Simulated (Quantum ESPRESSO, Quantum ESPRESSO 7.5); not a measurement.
## H on fcc sites of Rh(111): a series in the coverage

Aim: how the results for H on fcc sites of Rh(111) change with the coverage.

Main program and level: Quantum ESPRESSO 7.5; plane-wave DFT, PBE, GBRV ultrasoft pseudopotentials.

Most raw output is cut from this account.

**1. The starting structure**

The structure is cubic, space group Fm-3m (No. 225). The conventional cell has a = 3.800 Å, b = 3.800 Å, c = 3.800 Å, α = 90.00°, β = 90.00°, γ = 90.00°. Rh has 12 Rh at 2.69 Å nearest.

As a file:

```cif
data_structure
_symmetry_space_group_name_H-M 'P 1'
_symmetry_Int_Tables_number 1
_cell_length_a 2.6870
_cell_length_b 2.6870
_cell_length_c 2.6870
_cell_angle_alpha 60.000
_cell_angle_beta 60.000
_cell_angle_gamma 60.000
_cell_volume 13.72
loop_
_atom_site_label
_atom_site_type_symbol
_atom_site_fract_x
_atom_site_fract_y
_atom_site_fract_z
_atom_site_occupancy
Rh1 Rh 0.00000 0.00000 0.00000 1
```

Set-up: Slabs of 3 layers, covered on the upper face; adsorbates and the top layer relax in a periodic cell, the rest is held (the clean slab relaxes both outer layers); a run under open boundaries (ESM, bc1) gives both vacuum levels. Cells of one to 9 surface sites carry the coverages, on meshes of like density; cold smearing of 0.02 Ry. The slabs take the lattice constants of the bulk relaxed by the same program.

Members 0.1667, 0.25, 0.3333, 0.5 and 0.6667 took the same steps and show in the table alone.

**2. Variable-cell relaxation of the reference**

The bulk crystal is relaxed in cell and atoms; the members are built on its lattice constants.

ref.vc.in

```
&control
  prefix = 'ref.vc'
  outdir = './out'
  pseudo_dir = './pseudo'
  nstep = 40
  forc_conv_thr = 0.0003
  calculation = 'vc-relax'
/
&system
  ibrav = 0
  nat = 1
  ntyp = 1
  ecutwfc = 50
  ecutrho = 250
  occupations = 'smearing'
  smearing = 'mv'
  degauss = 0.02
/
&electrons
  conv_thr = 1e-09
  mixing_beta = 0.4
  electron_maxstep = 120
/
&ions
/
&cell
  press_conv_thr = 0.3
/
ATOMIC_SPECIES
  Rh  102.9055  rh_pbe_v1.4.uspp.F.UPF
CELL_PARAMETERS angstrom
  0.00000000000000 1.90000000000000 1.90000000000000
  1.90000000000000 0.00000000000000 1.90000000000000
  1.90000000000000 1.90000000000000 0.00000000000000
ATOMIC_POSITIONS crystal
  Rh  0.000000000000 0.000000000000 0.000000000000
K_POINTS automatic
  18 18 18 0 0 0
```

On the command line:

```
OMP_NUM_THREADS=1 mpirun -n 16 pw.x -nk 16 -in ref.vc.in > ref.vc.out
```

The job ended after 6.1 s (16 MPI ranks of Arm Neoverse V2, shared host; peak memory 0.79 GiB).

The steps of the relaxation:

| step | energy less that of the first step (eV) | largest force (eV/Å) | volume (Å³) |
| --- | --- | --- | --- |
| 1 | 0.0000 | 0.0000 | 13.72 |
| 2 | -0.0062 | 0.0000 | 14.21 |
| 3 | -0.0074 | 0.0000 | 14.08 |
| 4 | -0.0074 | 0.0000 | 14.07 |
| 5 | -0.0075 | 0.0000 | 14.07 |

| conventional cell, symmetrised | before | after | change |
| --- | --- | --- | --- |
| a (Å) | 3.800 | 3.832 | +0.8 % |
| b (Å) | 3.800 | 3.832 | +0.8 % |
| c (Å) | 3.800 | 3.832 | +0.8 % |
| volume (Å³/atom) | 13.72 | 14.07 | +2.6 % |

The relaxed structure:

```
CELL_PARAMETERS angstrom
0.00000 1.91602 1.91602
1.91602 0.00000 1.91602
1.91602 1.91602 0.00000
ATOMIC_POSITIONS crystal
Rh 0.00000 0.00000 0.00000
```

 The last row is no step: it is a fresh SCF in the final cell with a new plane-wave basis, -0 meV from the row before.

Numbers from this step:

| Item | Value |
| --- | --- |
| free energy | -2329.3224 eV |
| Fermi energy | 20.75 eV |

**3. SCF with pw.x of the reference**

A bulk run at that cell gives the reference energy and levels.

ref.bulk.in

```
&control
  prefix = 'ref.bulk'
  outdir = './out'
  pseudo_dir = './pseudo'
  calculation = 'scf'
  tprnfor = .true.
/
&system
  ibrav = 0
  nat = 1
  ntyp = 1
  ecutwfc = 40
  ecutrho = 200
  occupations = 'smearing'
  smearing = 'mv'
  degauss = 0.02
/
&electrons
  conv_thr = 1e-09
  mixing_beta = 0.4
  electron_maxstep = 120
/
ATOMIC_SPECIES
  Rh  102.9055  rh_pbe_v1.4.uspp.F.UPF
CELL_PARAMETERS angstrom
  0.00000000000000 1.91602264600000 1.91602264600000
  1.91602264600000 0.00000000000000 1.91602264600000
  1.91602264600000 1.91602264600000 0.00000000000000
ATOMIC_POSITIONS crystal
  Rh  0.000000000000 0.000000000000 0.000000000000
K_POINTS automatic
  18 18 18 0 0 0
```

On the command line:

```
OMP_NUM_THREADS=1 mpirun -n 16 pw.x -nk 16 -in ref.bulk.in > ref.bulk.out
```

Elapsed: 2 s, on 16 MPI ranks; peak memory 0.09 GiB; 29 s of CPU time.

Numbers from this step:

```
free energy : -2329.3106 eV
```

**4. Relaxation with pw.x of the reference**

The free molecule gives the reference for adsorption energies.

System of this step: H₂ molecule in a box. The cell holds 2 atoms: 2 H. Cell: a = 11.000 Å, b = 11.500 Å, c = 13.000 Å, α = 90.0°, β = 90.0°, γ = 90.0°. Vacuum lies along a, b and c.

ref.gas.in

```
&control
  prefix = 'ref.gas'
  outdir = './out'
  pseudo_dir = './pseudo'
  nstep = 40
  forc_conv_thr = 0.001
  calculation = 'relax'
/
&system
  ibrav = 0
  nat = 2
  ntyp = 1
  ecutwfc = 40
  ecutrho = 200
  occupations = 'smearing'
  smearing = 'gaussian'
  degauss = 0.002
/
&electrons
  conv_thr = 1e-07
  mixing_beta = 0.4
  electron_maxstep = 120
/
&ions
/
ATOMIC_SPECIES
  H   1.0080  h_pbe_v1.4.uspp.F.UPF
CELL_PARAMETERS angstrom
  11.00000000000000 0.00000000000000 0.00000000000000
  0.00000000000000 11.50000000000000 0.00000000000000
  0.00000000000000 0.00000000000000 13.00000000000000
ATOMIC_POSITIONS crystal
  H   0.500000000000 0.500000000000 0.471153846154
  H   0.500000000000 0.500000000000 0.528846153846
K_POINTS automatic
  1 1 1 0 0 0
```

On the command line:

```
OMP_NUM_THREADS=1 mpirun -n 16 pw.x -nk 1 -in ref.gas.in > ref.gas.out
```

Wall time 2.2 s (16 MPI ranks); peak memory 1.3 GiB.

Step by step:

| step | energy less that of the first step (eV) | largest force (eV/Å) |
| --- | --- | --- |
| 1 | 0.0000 | 0.4260 |
| 2 | -0.0018 | 0.2066 |
| 3 | -0.0024 | 0.0078 |

Final coordinates:

```xyz
2
Lattice="11.0000 0.0000 0.0000 0.0000 11.5000 0.0000 0.0000 0.0000 13.0000" Properties=species:S:1:pos:R:3
H     5.5000    5.7500    6.1191
H     5.5000    5.7500    6.8809
```

The relaxation lowers the energy by 1 meV an atom.

Numbers from this step:

```
free energy  : -31.70 eV
Fermi energy : -4.795 eV
```

**5. Relaxing the ions, 0 ML**

What the set-up leaves free in this member is relaxed.

System of this step: Rh(111), 3 layers, 1 sites a cell. The cell holds 3 atoms: 3 Rh. Its edges and angles: a = 2.710 Å, b = 2.710 Å, c = 18.543 Å, α = 90.0°, β = 90.0°, γ = 60.0°. It derives from Rh. Vacuum lies along c.

m0.relax.in

```
&control
  prefix = 'm0.relax'
  outdir = './out'
  pseudo_dir = './pseudo'
  nstep = 70
  forc_conv_thr = 0.0015
  calculation = 'relax'
/
&system
  ibrav = 0
  nat = 3
  ntyp = 1
  ecutwfc = 40
  ecutrho = 200
  occupations = 'smearing'
  smearing = 'mv'
  degauss = 0.02
/
&electrons
  conv_thr = 1e-07
  mixing_beta = 0.3
  electron_maxstep = 120
  mixing_mode = 'local-TF'
/
&ions
/
ATOMIC_SPECIES
  Rh  102.9055  rh_pbe_v1.4.uspp.F.UPF
CELL_PARAMETERS angstrom
  2.70966521178718 0.00000000000000 0.00000000000000
  1.35483260589359 2.34663890915864 0.00000000000000
  0.00000000000000 0.00000000000000 18.54292636387133
ATOMIC_POSITIONS crystal
  Rh  0.333333333300 0.333333333300 0.380685910224
  Rh  0.666666666700 0.666666666700 0.500000000000 0 0 0
  Rh  0.000000000000 0.000000000000 0.619314089776
K_POINTS automatic
  10 10 1 0 0 0
```

On the command line:

```
OMP_NUM_THREADS=1 mpirun -n 16 pw.x -nk 4 -in m0.relax.in > m0.relax.out
```

It took 18 s on 16 MPI ranks; peak memory 0.95 GiB.

The steps of the relaxation:

| step | energy less that of the first step (eV) | largest force (eV/Å) |
| --- | --- | --- |
| 1 | 0.0000 | 0.5278 |
| 2 | -0.0106 | 0.4530 |
| 3 | -0.0203 | 0.3617 |
| 4 | -0.0308 | 0.2192 |
| 5 | -0.0363 | 0.0169 |
| 6 | -0.0363 | 0.0008 |

The atoms that moved most (Å):

| atom | dx | dy | dz | length |
| --- | --- | --- | --- | --- |
| Rh3 | 0.000 | 0.000 | -0.066 | 0.066 |
| Rh1 | 0.000 | 0.000 | 0.066 | 0.066 |

Final coordinates:

```cif
data_structure
_symmetry_space_group_name_H-M 'P 1'
_symmetry_Int_Tables_number 1
_cell_length_a 2.7097
_cell_length_b 2.7097
_cell_length_c 18.5429
_cell_angle_alpha 90.000
_cell_angle_beta 90.000
_cell_angle_gamma 60.000
_cell_volume 117.91
loop_
_atom_site_label
_atom_site_type_symbol
_atom_site_fract_x
_atom_site_fract_y
_atom_site_fract_z
_atom_site_occupancy
Rh1 Rh 0.33333 0.33333 0.38423 1
Rh2 Rh 0.66667 0.66667 0.50000 1
Rh3 Rh 0.00000 0.00000 0.61577 1
```

The relaxation lowers the energy by 12 meV an atom. On the free atoms the largest force ends at 0.001 eV/Å.

This step gave:

| Property | Result |
| --- | --- |
| free energy | -6986.3213 eV |
| Fermi energy | 4.204 eV |

**6. Ground state, 0 ML**

A run under open boundaries on these atoms gives the vacuum levels.

m0.esm.in

```
&control
  prefix = 'm0.esm'
  outdir = './out'
  pseudo_dir = './pseudo'
  calculation = 'scf'
  tprnfor = .true.
/
&system
  ibrav = 0
  nat = 3
  ntyp = 1
  ecutwfc = 40
  ecutrho = 200
  occupations = 'smearing'
  smearing = 'mv'
  degauss = 0.02
  assume_isolated = 'esm'
  esm_bc = 'bc1'
/
&electrons
  conv_thr = 1e-07
  mixing_beta = 0.25
  electron_maxstep = 160
  mixing_mode = 'local-TF'
  mixing_ndim = 12
/
ATOMIC_SPECIES
  Rh  102.9055  rh_pbe_v1.4.uspp.F.UPF
CELL_PARAMETERS angstrom
  2.70966521178718 0.00000000000000 0.00000000000000
  1.35483260589359 2.34663890915864 0.00000000000000
  0.00000000000000 0.00000000000000 18.54292636387133
ATOMIC_POSITIONS crystal
  Rh  0.333333333300 0.333333333300 -0.115770797700
  Rh  0.666666666700 0.666666666700 0.000000000000
  Rh  0.000000000000 0.000000000000 0.115770797700
K_POINTS automatic
  10 10 1 0 0 0
```

On the command line:

```
OMP_NUM_THREADS=1 mpirun -n 16 pw.x -nk 4 -in m0.esm.in > m0.esm.out
```

Run time: 8.6 s. Hardware: 16 MPI ranks; peak memory 0.96 GiB; 2.2 min of CPU time.

Numbers from this step:

```
Fermi energy                                                   : -5.081 eV
vacuum line at the lower end of the cell, over the Fermi level : 5.081 eV
vacuum line at the upper end of the cell, over the Fermi level : 5.081 eV
```

Electrostatic potential energy of an electron; zero at the Fermi level. The potential energy, planar mean by z:

z (Å), potential energy, planar mean (eV) and a bar from the least value:
```
     -9.0        5.1 ##############################
     -8.5        5.1 ##############################
     -8.0        5.1 ##############################
     -7.5        5.1 ##############################
     -7.0        5.1 ##############################
     -6.5        5.1 ##############################
     -6.0        5.1 ##############################
     -5.5        5.1 ##############################
     -5.0        5.0 ##############################
     -4.5        5.0 ##############################
     -4.0        4.6 #############################
     -3.5        3.3 ############################
     -3.0       -1.8 #####################
     -2.5      -14.0 ######
     -2.0      -17.6 ##
     -1.5       -7.0 ###############
     -1.0       -1.4 ######################
     -0.5      -11.1 ##########
      0.0      -18.8 
      0.5      -11.1 ##########
      1.0       -1.4 ######################
      1.5       -7.0 ###############
      2.0      -17.6 ##
      2.5      -14.0 ######
      3.0       -1.8 #####################
      3.5        3.3 ############################
      4.0        4.6 #############################
      4.5        5.0 ##############################
      5.0        5.0 ##############################
      5.5        5.1 ##############################
      6.0        5.1 ##############################
      6.5        5.1 ##############################
      7.0        5.1 ##############################
      7.5        5.1 ##############################
      8.0        5.1 ##############################
      8.5        5.1 ##############################
      9.0        5.1 ##############################
```

The vacuum levels are read from the outermost 0.7 Å of the cell on either side.

Inside the slab this potential holds the local part of the pseudopotentials, which can be repulsive at the nuclei; only its value in the vacuum has a meaning of its own.

**7. Relaxation with pw.x, 0.1111 ML**

System of this step: Rh(111), 3 layers, 9 sites a cell, 1 H on fcc sites. The cell holds 28 atoms: 27 Rh and 1 H. Its edges and angles: a = 8.129 Å, b = 8.129 Å, c = 19.324 Å, α = 90.0°, β = 90.0°, γ = 60.0°. It derives from Rh. Vacuum lies along c.

m1.relax.in

```
&control
  prefix = 'm1.relax'
  outdir = './out'
  pseudo_dir = './pseudo'
  nstep = 70
  forc_conv_thr = 0.0015
  calculation = 'relax'
/
&system
  ibrav = 0
  nat = 28
  ntyp = 2
  ecutwfc = 40
  ecutrho = 200
  occupations = 'smearing'
  smearing = 'mv'
  degauss = 0.02
/
&electrons
  conv_thr = 1e-07
  mixing_beta = 0.3
  electron_maxstep = 120
  mixing_mode = 'local-TF'
/
&ions
/
ATOMIC_SPECIES
  Rh  102.9055  rh_pbe_v1.4.uspp.F.UPF
  H   1.0080  h_pbe_v1.4.uspp.F.UPF
CELL_PARAMETERS angstrom
  8.12899563536155 0.00000000000000 0.00000000000000
  4.06449781768077 7.03991672747592 0.00000000000000
  0.00000000000000 0.00000000000000 19.32405518480968
ATOMIC_POSITIONS crystal
  Rh  0.000000000000 0.000000000000 0.365297590673 0 0 0
  Rh  0.000000000000 0.333333333300 0.365297590673 0 0 0
  Rh  0.000000000000 0.666666666700 0.365297590673 0 0 0
  Rh  0.333333333300 0.000000000000 0.365297590673 0 0 0
  Rh  0.333333333300 0.333333333300 0.365297590673 0 0 0
  Rh  0.333333333300 0.666666666700 0.365297590673 0 0 0
  Rh  0.666666666700 0.000000000000 0.365297590673 0 0 0
  Rh  0.666666666700 0.333333333300 0.365297590673 0 0 0
[... 16 atom lines left out ...]
  Rh  0.555555555600 0.888888888900 0.594279795467
  Rh  0.555555555600 0.222222222200 0.594279795467
  Rh  0.555555555600 0.555555555600 0.594279795467
  H   0.000000000000 0.000000000000 0.634702409327
K_POINTS automatic
  4 4 1 0 0 0
```

On the command line:

```
OMP_NUM_THREADS=1 mpirun -n 16 pw.x -nk 1 -in m1.relax.in > m1.relax.out
```

Elapsed: 32 min, on 16 MPI ranks; peak memory 4.3 GiB; 8.6 h of CPU time.

Relaxation path:

| step | energy less that of the first step (eV) | largest force (eV/Å) |
| --- | --- | --- |
| 1 | 0.0000 | 1.0823 |
| 2 | -0.1012 | 0.6877 |
| 3 | -0.1769 | 0.4076 |
| 4 | -0.2184 | 0.2563 |
| 5 | -0.2258 | 0.2579 |
| 6 | -0.2337 | 0.1803 |
| 7 | -0.2380 | 0.1018 |
| 8 | -0.2385 | 0.1076 |
| 9 | -0.2389 | 0.1049 |
| 10 | -0.2394 | 0.0959 |
| 11 | -0.2399 | 0.0788 |
| 12 | -0.2405 | 0.0495 |
| 13 | -0.2408 | 0.0164 |

The atoms that moved most (Å):

| atom | dx | dy | dz | length |
| --- | --- | --- | --- | --- |
| H28 | 0.000 | 0.000 | 0.143 | 0.143 |
| Rh21 | 0.001 | -0.001 | -0.065 | 0.065 |
| Rh27 | -0.001 | -0.001 | -0.065 | 0.065 |
| Rh25 | 0.000 | 0.002 | -0.065 | 0.065 |
| Rh24 | 0.000 | -0.012 | -0.063 | 0.064 |
| Rh26 | -0.010 | 0.006 | -0.063 | 0.064 |
| Rh23 | 0.010 | 0.006 | -0.063 | 0.064 |
| Rh22 | 0.022 | -0.013 | -0.045 | 0.052 |

The relaxed structure:

```cif
data_structure
_symmetry_space_group_name_H-M 'P 1'
_symmetry_Int_Tables_number 1
_cell_length_a 8.1290
_cell_length_b 8.1290
_cell_length_c 19.3241
_cell_angle_alpha 90.000
_cell_angle_beta 90.000
_cell_angle_gamma 60.000
_cell_volume 1105.87
loop_
_atom_site_label
_atom_site_type_symbol
_atom_site_fract_x
_atom_site_fract_y
_atom_site_fract_z
_atom_site_occupancy
Rh1 Rh 0.00000 0.00000 0.36530 1
Rh2 Rh 0.00000 0.33333 0.36530 1
Rh3 Rh 0.00000 0.66667 0.36530 1
Rh4 Rh 0.33333 0.00000 0.36530 1
Rh5 Rh 0.33333 0.33333 0.36530 1
Rh6 Rh 0.33333 0.66667 0.36530 1
Rh7 Rh 0.66667 0.00000 0.36530 1
Rh8 Rh 0.66667 0.33333 0.36530 1
Rh9 Rh 0.66667 0.66667 0.36530 1
Rh10 Rh 0.11111 0.11111 0.47979 1
Rh11 Rh 0.11111 0.44444 0.47979 1
Rh12 Rh 0.11111 0.77778 0.47979 1
Rh13 Rh 0.44444 0.11111 0.47979 1
Rh14 Rh 0.44444 0.44444 0.47979 1
Rh15 Rh 0.44444 0.77778 0.47979 1
Rh16 Rh 0.77778 0.11111 0.47979 1
Rh17 Rh 0.77778 0.44444 0.47979 1
Rh18 Rh 0.77778 0.77778 0.47979 1
Rh19 Rh 0.88704 0.88704 0.59197 1
Rh20 Rh 0.88704 0.22591 0.59197 1
Rh21 Rh 0.88912 0.55544 0.59092 1
Rh22 Rh 0.22591 0.88704 0.59197 1
Rh23 Rh 0.22306 0.22306 0.59103 1
Rh24 Rh 0.22306 0.55388 0.59103 1
Rh25 Rh 0.55544 0.88912 0.59092 1
Rh26 Rh 0.55388 0.22306 0.59103 1
Rh27 Rh 0.55544 0.55544 0.59092 1
H28 H 0.00000 0.00000 0.64212 1
```

The relaxation lowers the energy by 9 meV an atom. On the free atoms the largest force ends at 0.016 eV/Å.

This step gave:

- free energy: -62893.0230 eV
- Fermi energy: 3.829 eV

**8. Self-consistent run, 0.1111 ML**

m1.esm.in

```
&control
  prefix = 'm1.esm'
  outdir = './out'
  pseudo_dir = './pseudo'
  calculation = 'scf'
  tprnfor = .true.
/
&system
  ibrav = 0
  nat = 28
  ntyp = 2
  ecutwfc = 40
  ecutrho = 200
  occupations = 'smearing'
  smearing = 'mv'
  degauss = 0.02
  assume_isolated = 'esm'
  esm_bc = 'bc1'
/
&electrons
  conv_thr = 1e-07
  mixing_beta = 0.25
  electron_maxstep = 160
  mixing_mode = 'local-TF'
  mixing_ndim = 12
/
ATOMIC_SPECIES
  Rh  102.9055  rh_pbe_v1.4.uspp.F.UPF
  H   1.0080  h_pbe_v1.4.uspp.F.UPF
CELL_PARAMETERS angstrom
  8.12899563536155 0.00000000000000 0.00000000000000
  4.06449781768077 7.03991672747592 0.00000000000000
  0.00000000000000 0.00000000000000 19.32405518480968
ATOMIC_POSITIONS crystal
  Rh  0.000000000000 0.000000000000 -0.138411295300
  Rh  -0.000000000000 0.333333333300 -0.138411295300
  Rh  -0.000000000000 0.666666666700 -0.138411295300
  Rh  0.333333333300 0.000000000000 -0.138411295300
  Rh  0.333333333300 0.333333333300 -0.138411295300
  Rh  0.333333333300 0.666666666700 -0.138411295300
  Rh  0.666666666700 0.000000000000 -0.138411295300
  Rh  0.666666666700 0.333333333300 -0.138411295300
[... 16 atom lines left out ...]
  Rh  0.555440204100 0.889119591900 0.087211316400
  Rh  0.553882960400 0.223058519800 0.087325329200
  Rh  0.555440204100 0.555440204100 0.087211316400
  H   0.000000000000 0.000000000000 0.138411295300
K_POINTS automatic
  4 4 1 0 0 0
```

On the command line:

```
OMP_NUM_THREADS=1 mpirun -n 16 pw.x -nk 1 -in m1.esm.in > m1.esm.out
```

The job ended after 7.7 min (16 MPI ranks; peak memory 3.8 GiB; 2.1 h of CPU time).

Read from the output:

* free energy: -62893.0229 eV
* Fermi energy: -5.107 eV
* vacuum line at the lower end of the cell, over the Fermi level: 5.091 eV
* vacuum line at the upper end of the cell, over the Fermi level: 5.123 eV

Inside the slab this potential holds the local part of the pseudopotentials, which can be repulsive at the nuclei; only its value in the vacuum has a meaning of its own.

(Part 1 of 2 ends here.)

[Logs are printed without paths, hosts, clocks, repeated set-up lines and the standing remarks that a program may print on its own settings, such as how far it seeks lower states.]

[Hosts, paths, dates, database ids (printed as entryN), source tags and the programs' standing remarks are cut or masked in the printed files.]

[Maps of the electrostatic potential energy from Ansatz leave out the sawtooth potential of an applied field or a dipole correction, so their vacuum need not be flat; planar profiles and work functions include it.]
